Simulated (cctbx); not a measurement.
**A crystallographic session in cctbx: ZnSb2Pt6**

Library: cctbx 2025.11. The data are simulated by the first script.

## 1. Simulate the data

run.py:

```python
from cctbx import adptbx, crystal, miller, sgtbx, xray
from cctbx.array_family import flex
from iotbx.shelx import hklf
from scitbx import matrix
import scitbx.random

cs = crystal.symmetry(unit_cell=(7.229, 7.229, 3.411, 90, 90, 120), space_group_symbol='Hall: P -6 -2')  # P-62m
atoms = [  # label, site, U (iso, or U11 U22 U33 U12 U13 U23 in A^2), occupancy
    ("Pt1", (0.4019, 0.4019, 0), 0.0060, 1),
    ("Pt2", (0.7615, 0.7615, 0.5), 0.0057, 1),
    ("Sb1", (2/3, 1/3, 0.5), 0.0076, 1),
    ("Zn1", (0, 0, 0), 0.0104, 1),
]
xs = xray.structure(crystal_symmetry=cs)
for label, site, u, occ in atoms:
    u = adptbx.u_cif_as_u_star(cs.unit_cell(), u) if isinstance(u, tuple) else u
    xs.add_scatterer(xray.scatterer(label, site=site, u=u, occupancy=occ))
xs.set_inelastic_form_factors(0.7749, "sasaki")
xs.show_summary()
p1 = xs.expand_to_p1()
ms = miller.build_set(p1, anomalous_flag=True, d_min=0.84)
flex.set_random_seed(672219)
scitbx.random.set_random_seed(672219)
ms = ms.select(flex.random_double(ms.size()) < 0.95)
i = ms.structure_factors_from_scatterers(p1, algorithm="direct").f_calc().as_intensity_array().data()
i = i * 40000 / flex.max(i)
sig = flex.sqrt(i + flex.pow2(0.015 * i) + 4 ** 2)
noise = scitbx.random.variate(scitbx.random.normal_distribution())(i.size())
data = ms.array(data=i + sig * noise, sigmas=sig).set_observation_type_xray_intensity()
with open("data.hkl", "w") as f:
    data.export_as_shelx_hklf(f)
print("reflections written:", data.size(), " <I/sigma> = %.1f" % flex.mean(data.data() / data.sigmas()))
for h, a, b in list(data.sort("data"))[:12]:
    print("%4d%4d%4d %9.1f %7.1f" % (h + (a, b)))
```

```console
$ python run.py
```

```text
Number of scatterers: 4
At special positions: 4
Unit cell: (7.229, 7.229, 3.411, 90, 90, 120)
Space group: P -6 2 m (No. 189)
reflections written: 1047  <I/sigma> = 35.4
   0   0  -2   40701.9   632.5
   0   0   2   39817.6   632.5
  -1  -1   1   17081.3   280.9
   2  -1  -1   16892.9   280.9
  -1   2  -1   16721.8   280.9
   2  -1   1   16674.6   280.9
  -1  -1  -1   16118.3   280.9
  -1   2   1   16040.3   280.9
  -2   1  -1   15409.2   258.4
   1   1   1   15394.1   258.4
   1  -2   1   15021.0   258.4
  -2   1   1   14945.0   258.4
```

Run time: 0.4 s on 1 thread of Arm Neoverse N1 (shared host), peak memory 0.07 GiB.

## 2. Symmetry

run.py:

```python
from cctbx import crystal, sgtbx, statistics
from cctbx.array_family import flex
from iotbx.shelx import hklf

p1 = crystal.symmetry(unit_cell=(7.229, 7.229, 3.411, 90, 90, 120), space_group_symbol="P 1")
raw = hklf.reader(file_name="data.hkl").as_miller_arrays(crystal_symmetry=p1, anomalous=True)[0]
print(raw.size(), "reflections to d = %.3f A" % raw.d_min())
isig = raw.data() / raw.sigmas()
print("centring   violations  <I/sigma> of those")
best = "P"
for c in "ABCIRF":
    a = raw.customized_copy(space_group_info=sgtbx.space_group_info("Hall: %s 1" % c)).sys_absent_flags().data()
    m = flex.mean(isig.select(a))
    print("%5s %10d of %5d %8.1f" % (c, (isig.select(a) > 4).count(True), a.count(True), m))
    if (isig.select(a) > 4).count(True) < 0.01 * a.count(True):
        best = c
raw = raw.select(~raw.customized_copy(space_group_info=sgtbx.space_group_info("Hall: %s 1" % best)).sys_absent_flags().data())
isig = raw.data() / raw.sigmas()
rows = []
for s in sgtbx.space_group_symbol_iterator():
    g = sgtbx.space_group(s)
    if g.conventional_centring_type_symbol() != best or not g.is_compatible_unit_cell(p1.unit_cell(), 1e-3, 0.02):
        continue
    rows.append((s, g))
print("Laue class    unique    Rint  (classes that these axes allow; Friedel mates merged)")
rint = {}
for s, g in rows:
    laue = g.build_derived_patterson_group()
    key = laue.type().hall_symbol()
    if key not in rint:
        m = raw.customized_copy(space_group_info=laue.info(), anomalous_flag=False).merge_equivalents()
        rint[key] = m.r_int()
        print("%-14s %6d %7.3f" % (laue.type().lookup_symbol(), m.array().size(), m.r_int()))
floor = min(rint.values())
good = [(s, g) for s, g in rows if rint[g.build_derived_patterson_group().type().hall_symbol()] < 2 * floor + 0.03]
top = max(g.build_derived_patterson_group().order_z() for s, g in good)
print("space group    extra absences  I>4sigma  <I/sigma>")
for s, g in good:
    laue = g.build_derived_patterson_group()
    if laue.order_z() != top:
        continue
    a = raw.customized_copy(space_group_info=g.info()).sys_absent_flags().data()
    a &= ~raw.customized_copy(space_group_info=laue.info()).sys_absent_flags().data()
    bad = (isig.select(a) > 4).count(True)
    if bad <= 0.03 * a.count(True):
        print("%-16s %8d %10d %9s  %s" % (s.universal_hermann_mauguin(), a.count(True), bad, "%.1f" % flex.mean(isig.select(a)) if a.count(True) else "-", "centric" if g.is_centric() else "acentric"))
laue = max(good, key=lambda t: t[1].build_derived_patterson_group().order_z())[1].build_derived_patterson_group()
f = raw.customized_copy(space_group_info=laue.info(), anomalous_flag=False).merge_equivalents().array().eliminate_sys_absent().f_sq_as_f()
f.set_observation_type_xray_amplitude()
bins = max(3, min(8, f.size() // 12))
f.setup_binner(n_bins=bins)
w = statistics.wilson_plot(f, {e: n / laue.order_z() for e, n in {'Pt': 6.0, 'Sb': 2.0, 'Zn': 1.0}.items()}, e_statistics=True)
print("Wilson B = %.2f A^2   <|E^2-1|> = %.3f (0.968 centric, 0.736 acentric)   E^2>4: %.1f %%" % (w.wilson_b, w.mean_e_sq_minus_1, w.percent_e_sq_gt_2))
print("shell (A)         n   <I/sigma>")
m = raw.customized_copy(space_group_info=laue.info(), anomalous_flag=False).merge_equivalents().array().eliminate_sys_absent()
for b in m.setup_binner(n_bins=bins).range_used():
    sel = m.binner().selection(b)
    print("%5.2f - %4.2f %6d %8.1f" % (min(m.binner().bin_d_range(b)[0] if m.binner().bin_d_range(b)[0] > 0 else 99, 99), m.binner().bin_d_range(b)[1], sel.count(True), flex.mean((m.data() / m.sigmas()).select(sel))))
```

```console
$ python run.py
```

```text
1047 reflections to d = 0.841 A
centring   violations  <I/sigma> of those
    A        511 of   526     35.6
    B        507 of   521     35.5
    C        496 of   517     36.2
    I        515 of   527     35.6
    R        676 of   699     35.8
    F        757 of   782     35.8
Laue class    unique    Rint  (classes that these axes allow; Friedel mates merged)
P -1              547   0.040
P 1 1 2/m         325   0.040
P -3              185   0.041
P -3 1 m          109   0.041
P -3 m 1          119   0.041
P 6/m             111   0.041
P 6/m m m          77   0.041
space group    extra absences  I>4sigma  <I/sigma>
P 6 2 2                 0          0         -  acentric
P 6 m m                 0          0         -  acentric
P -6 m 2                0          0         -  acentric
P -6 2 m                0          0         -  acentric
P 6/m m m               0          0         -  centric
Wilson B = 0.27 A^2   <|E^2-1|> = 0.624 (0.968 centric, 0.736 acentric)   E^2>4: 0.0 %
shell (A)         n   <I/sigma>
 6.26 - 1.52     19     62.6
 1.52 - 1.21     11    116.5
 1.21 - 1.06     14     76.1
 1.06 - 0.96     10     58.3
 0.96 - 0.89     10     77.7
 0.89 - 0.84     13     81.4
```

Time: 0.45 s.

## 3. Patterson map

run.py:

```python
from cctbx import crystal, maptbx
from iotbx.shelx import hklf

cs = crystal.symmetry(unit_cell=(7.229, 7.229, 3.411, 90, 90, 120), space_group_symbol='Hall: P -6 -2')  # P-62m
raw = hklf.reader(file_name="data.hkl").as_miller_arrays(crystal_symmetry=cs, anomalous=True)[0]
merged = raw.eliminate_sys_absent().merge_equivalents()
fo2 = merged.array().set_observation_type_xray_intensity()
f = fo2.average_bijvoet_mates().f_sq_as_f()
pm = f.patterson_map(symmetry_flags=maptbx.use_space_group_symmetry, sharpening=True, resolution_factor=0.25)
peaks = pm.peak_search(parameters=maptbx.peak_search_parameters(min_distance_sym_equiv=0.4, max_clusters=14)).all()
top = peaks.heights()[0]
print("Patterson group", f.patterson_symmetry().space_group_info())
print("      u       v       w   height  length (A)")
for x, h in zip(peaks.sites(), peaks.heights()):
    y = [t - round(t) for t in x]
    print("%7.3f %7.3f %7.3f %8.1f %8.2f" % (x + (1000 * h / top, cs.unit_cell().length(y))))
```

```console
$ python run.py
```

```text
Patterson group P 6/m m m
      u       v       w   height  length (A)
  0.000   0.000   0.000   1000.0     0.00
  0.201   0.401   0.500    187.0     3.04
  0.182   0.591   0.000    154.6     3.79
  0.000   0.346   0.500    149.8     3.03
  0.236   0.473   0.000    140.5     2.96
  0.056   0.333   0.500    111.6     2.81
  0.070   0.423   0.000     88.3     2.84
  0.000   0.417   0.500     74.6     3.46
  0.000   0.403   0.000     71.7     2.91
  0.034   0.236   0.500     49.1     2.34
  0.333   0.667   0.500     45.1     4.51
  0.333   0.667   0.000     37.7     4.17
  0.095   0.190   0.000     32.5     1.19
  0.000   0.000   0.349     31.3     1.19
```

Time: 0.41 s.

## 4. Charge flipping

run.py:

```python
import itertools
from cctbx import crystal, maptbx
from cctbx.array_family import flex
from iotbx.shelx import hklf
from smtbx.ab_initio import charge_flipping as cf

cs = crystal.symmetry(unit_cell=(7.229, 7.229, 3.411, 90, 90, 120), space_group_symbol='Hall: P -6 -2')  # P-62m
raw = hklf.reader(file_name="data.hkl").as_miller_arrays(crystal_symmetry=cs, anomalous=True)[0]
merged = raw.eliminate_sys_absent().merge_equivalents()
fo2 = merged.array().set_observation_type_xray_intensity()
f = fo2.average_bijvoet_mates().f_sq_as_f().resolution_filter(d_min=0.84)
p1 = f.expand_to_p1()
work = p1
flex.set_random_seed(32202)
it = cf.weak_reflection_improved_iterator(delta=None, weak_reflection_fraction=0.1)
it.start(work, phases=flex.random_double(p1.size()) * 6.2832, f_000=0)
it.delta = 1.1 * it.rho_map.sigma()
print("cycle      R  skewness")
for n, st in enumerate(itertools.islice(it, 150)):
    if n % 12 == 0:
        print("%5d %6.3f %8.2f" % (n, st.r1_factor(), st.rho_map.skewness()))
rho = p1.phase_transfer(it.f_calc).fft_map().apply_volume_scaling()
polish = cf.low_density_elimination_iterator(constant_rho_c=rho.sigma())
polish.start(f_obs=p1, phases=it.f_calc, f_000=0)
for _ in range(8):
    next(polish)
print("origin shift          correlation  skewness")
maps = []
for fc, shift, cc in itertools.islice(cf.f_calc_symmetrisations(f, polish.f_calc, 0), 4):
    m = f.phase_transfer(fc).fft_map(symmetry_flags=maptbx.use_space_group_symmetry, resolution_factor=0.25).apply_sigma_scaling()
    maps.append((m.skewness(), cc, m))
    print("%6.3f %6.3f %6.3f %10.3f %9.2f" % (tuple(shift) + (cc, m.skewness())))
skew, cc, m = max((t for t in maps if t[1] > maps[0][1] - 0.04), key=lambda t: t[0])
print("taken: symmetry correlation %.3f, skewness %.2f" % (cc, skew))
peaks = m.peak_search(parameters=maptbx.peak_search_parameters(min_distance_sym_equiv=0.9, max_clusters=9)).all()
sps = cs.special_position_settings(min_distance_sym_equiv=0.5)
print("peak      x       y       z  mult  height/sigma")
for k, (x, h) in enumerate(zip(peaks.sites(), peaks.heights())):
    ss = sps.site_symmetry(x)
    print("Q%-3d %7.4f %7.4f %7.4f %4d %8.1f" % ((k + 1,) + tuple(t % 1 for t in ss.exact_site()) + (ss.multiplicity(), h)))
```

```console
$ python run.py
```

```text
cycle      R  skewness
    0  0.520     0.20
   12  0.437     1.76
   24  0.396     2.51
   36  0.306     3.65
   48  0.289     3.37
   60  0.289     3.35
   72  0.269     3.44
   84  0.294     3.37
   96  0.279     3.30
  108  0.270     3.22
  120  0.274     3.24
  132  0.267     3.26
  144  0.265     3.38
origin shift          correlation  skewness
 0.783  0.912 -0.026      0.894      2.53
 0.580  0.709 -0.013      0.843      4.10
 0.114  0.566 -0.037      0.870      0.87
 0.817  0.705 -0.027      0.859      2.29
taken: symmetry correlation 0.894, skewness 2.53
peak      x       y       z  mult  height/sigma
Q1    0.0000  0.7777  0.5000    3     10.9
Q2    0.0000  0.4118  0.0000    3      6.0
Q3    0.2160  0.6152  0.0000    6      3.0
Q4    0.3333  0.6667  0.5000    2      2.9
Q5    0.1606  0.5760  0.5000    6      2.6
Q6    0.1721  0.4231  0.2138   12      2.1
Q7    0.0000  0.8709  0.0000    3      2.0
Q8    0.1175  0.7161  0.0000    6      1.8
Q9    0.0000  0.4813  0.3494    6      1.7
```

Time: 0.49 s.

## 5. Refinement (model from the peaks)

run.py:

```python
import math
from cctbx import adptbx, crystal, maptbx, sgtbx, xray
from cctbx.array_family import flex
from cctbx.xray import observations
from iotbx.shelx import hklf
from scitbx.lstbx import normal_eqns_solving
from smtbx import absolute_structure, utils
from smtbx.refinement import constraints, least_squares

cs = crystal.symmetry(unit_cell=(7.229, 7.229, 3.411, 90, 90, 120), space_group_symbol='Hall: P -6 -2')  # P-62m
atoms = [  # label, site, U (iso, or U11 U22 U33 U12 U13 U23 in A^2), occupancy
    ("Pt1", (0, 0.7777, 0.5), 0.0200, 1),
    ("Pt2", (0, 0.4118, 0), 0.0200, 1),
    ("Sb1", (0.3333, 0.6667, 0.5), 0.0200, 1),
]
xs = xray.structure(crystal_symmetry=cs)
for label, site, u, occ in atoms:
    u = adptbx.u_cif_as_u_star(cs.unit_cell(), u) if isinstance(u, tuple) else u
    xs.add_scatterer(xray.scatterer(label, site=site, u=u, occupancy=occ))
xs.set_inelastic_form_factors(0.7749, "sasaki")
raw = hklf.reader(file_name="data.hkl").as_miller_arrays(crystal_symmetry=cs, anomalous=True)[0]
merged = raw.eliminate_sys_absent().merge_equivalents()
fo2 = merged.array().set_observation_type_xray_intensity()
print("Rint %.3f, %d unique reflections to %.2f A" % (merged.r_int(), fo2.size(), fo2.d_min()))
for sc in xs.scatterers():
    sc.flags.set_grad_site(True)
    sc.flags.set_grad_u_aniso(sc.flags.use_u_aniso())
    sc.flags.set_grad_u_iso(sc.flags.use_u_iso())
obs = fo2.as_xray_observations()
extra = {}
rep = constraints.reparametrisation(xs, [], utils.connectivity_table(xs), **extra)
ls = least_squares.crystallographic_ls(obs, rep, weighting_scheme=least_squares.mainstream_shelx_weighting(a=0, b=0))
print("cycle     R1     wR2    GooF  max shift (A)")
for cycle in range(6):
    ls.build_up()
    r1, wr2, goof = ls.r1_factor(cutoff_factor=2)[0], ls.wR2(), ls.goof()
    old = xs.sites_cart()
    normal_eqns_solving.levenberg_marquardt_iterations(ls, n_max_iterations=3, tau=0.0001, step_threshold=1e-7)
    big = flex.max((xs.sites_cart() - old).norms())
    print("%4d %7.4f %7.4f %7.3f %9.5f" % (cycle + 1, r1, wr2, goof, big))
    ls.build_up(objective_only=True)
    if abs(ls.wR2() - wr2) < 5e-5 and big < 5e-4:
        break
ls.build_up()
print("final R1 %.4f wR2 %.4f GooF %.3f  parameters %d  data/parameter %.1f" % (ls.r1_factor(cutoff_factor=2)[0], ls.wR2(), ls.goof(), ls.n_parameters, fo2.size() / ls.n_parameters))
cov = ls.covariance_matrix_and_annotations()
su = dict(zip(cov.annotations, (math.sqrt(max(v, 0)) for v in cov.matrix.matrix_packed_u_diagonal())))
a2 = cs.unit_cell().reciprocal_parameters()[0] ** -2
print("atom        x        y        z      Ueq    occ   su(xyz)  su(Uiso or U11)")
for sc in xs.scatterers():
    s = max(su.get(sc.label + k, 0) for k in (".x", ".y", ".z"))
    npd = "" if sc.is_positive_definite_u(cs.unit_cell()) else "  NPD"
    print("%-5s %8.5f %8.5f %8.5f %8.4f %6.3f %8.5f %7.4f%s" % ((sc.label,) + sc.site + (sc.u_iso_or_equiv(cs.unit_cell()), sc.occupancy, s, su.get(sc.label + ".uiso", su.get(sc.label + ".u11", 0) * a2), npd)))
fo = fo2.f_sq_as_f()
fc = fo.structure_factors_from_scatterers(xs, algorithm="direct").f_calc()
diff = fo.f_obs_minus_f_calc(1 / math.sqrt(ls.scale_factor()), fc).average_bijvoet_mates()
m = diff.fft_map(symmetry_flags=maptbx.use_space_group_symmetry, resolution_factor=0.25).apply_volume_scaling()
print("difference map: max %.2f min %.2f rms %.2f" % (m.statistics().max(), m.statistics().min(), m.statistics().sigma()))
peaks = m.peak_search(parameters=maptbx.peak_search_parameters(min_distance_sym_equiv=0.6, max_clusters=6)).all()
near = xs.closest_distances(peaks.sites(), distance_cutoff=4)
sps = cs.special_position_settings(min_distance_sym_equiv=0.5)
for k, (x, h) in enumerate(zip(peaks.sites(), peaks.heights())):
    ss = sps.site_symmetry(x)
    print("Q%-3d %7.4f %7.4f %7.4f %4d %7.2f  %.2f A from %s" % ((k + 1,) + tuple(t % 1 for t in ss.exact_site()) + (ss.multiplicity(), h, near.smallest_distances[k], xs.scatterers()[near.i_seqs[k]].label)))
```

```console
$ python run.py
```

```text
Rint 0.017, 124 unique reflections to 0.84 A
cycle     R1     wR2    GooF  max shift (A)
   1  0.2331  0.5089  54.029   0.11654
   2  0.1124  0.2463  26.153   0.00010
final R1 0.1124 wR2 0.2463 GooF 26.152  parameters 5  data/parameter 24.8
atom        x        y        z      Ueq    occ   su(xyz)  su(Uiso or U11)
Pt1    0.00000  0.76156  0.50000   0.0030  1.000  0.00081  0.0019
Pt2    0.00000  0.40190  0.00000   0.0045  1.000  0.00097  0.0019
Sb1    0.33333  0.66667  0.50000   0.0037  1.000  0.00000  0.0027
difference map: max 54.60 min -8.59 rms 2.63
Q1    0.0000  0.0000  0.0000    1   54.60  2.42 A from Pt1
Q2    0.0000  0.5975  0.0000    3   11.78  1.41 A from Pt2
Q3    0.0000  0.4025  0.0000    3   11.14  0.00 A from Pt2
Q4    0.2449  0.6494  0.5000    6    9.76  0.59 A from Sb1
Q5    0.0000  0.7534  0.5000    3    9.69  0.06 A from Pt1
Q6    0.0000  0.2311  0.0000    3    9.18  1.23 A from Pt2
```

Time: 0.56 s.

Figures of merit this high mean that the model is still wrong or incomplete.

## 6. Refinement (atoms added from the difference map)

run.py, as its changes from the last script of this kind:

```diff
@@ -12,3 +12,4 @@
-    ("Pt1", (0, 0.7777, 0.5), 0.0200, 1),
-    ("Pt2", (0, 0.4118, 0), 0.0200, 1),
-    ("Sb1", (0.3333, 0.6667, 0.5), 0.0200, 1),
+    ("Pt1", (0, 0.76156, 0.5), 0.0030, 1),
+    ("Pt2", (0, 0.4019, 0), 0.0045, 1),
+    ("Sb1", (1/3, 2/3, 0.5), 0.0037, 1),
+    ("Zn1", (0, 0, 0), 0.0200, 1),
@@ -59 +60 @@
-peaks = m.peak_search(parameters=maptbx.peak_search_parameters(min_distance_sym_equiv=0.6, max_clusters=6)).all()
+peaks = m.peak_search(parameters=maptbx.peak_search_parameters(min_distance_sym_equiv=0.6, max_clusters=5)).all()
```

```console
$ python run.py
```

```text
Rint 0.017, 124 unique reflections to 0.84 A
cycle     R1     wR2    GooF  max shift (A)
   1  0.0597  0.1328  14.160   0.00323
   2  0.0507  0.1213  12.932   0.00000
final R1 0.0507 wR2 0.1213 GooF 12.932  parameters 6  data/parameter 20.7
atom        x        y        z      Ueq    occ   su(xyz)  su(Uiso or U11)
Pt1    0.00000  0.76137  0.50000   0.0052  1.000  0.00041  0.0009
Pt2    0.00000  0.40235  0.00000   0.0058  1.000  0.00048  0.0009
Sb1    0.33333  0.66667  0.50000   0.0088  1.000  0.00000  0.0015
Zn1    0.00000  0.00000  0.00000   0.0098  1.000  0.00000  0.0034
difference map: max 3.05 min -1.27 rms 0.39
Q1    0.0000  0.3840  0.0000    3    3.07  0.13 A from Pt2
Q2    0.0000  0.7590  0.5000    3    2.93  0.02 A from Pt1
Q3    0.1298  0.6503  0.5000    6    1.51  1.42 A from Sb1
Q4    0.0000  0.8977  0.0000    3    1.42  0.74 A from Zn1
Q5    0.1016  0.4569  0.5000    6    1.32  1.60 A from Sb1
```

It took 0.56 s on 1 thread of Arm Neoverse N1, on a shared host, peak memory 0.09 GiB.

Figures of merit this high mean that the model is still wrong or incomplete.

[Logs are printed without paths, hosts, clocks, repeated set-up lines and the standing remarks that a program may print on its own settings, such as how far it seeks lower states.]
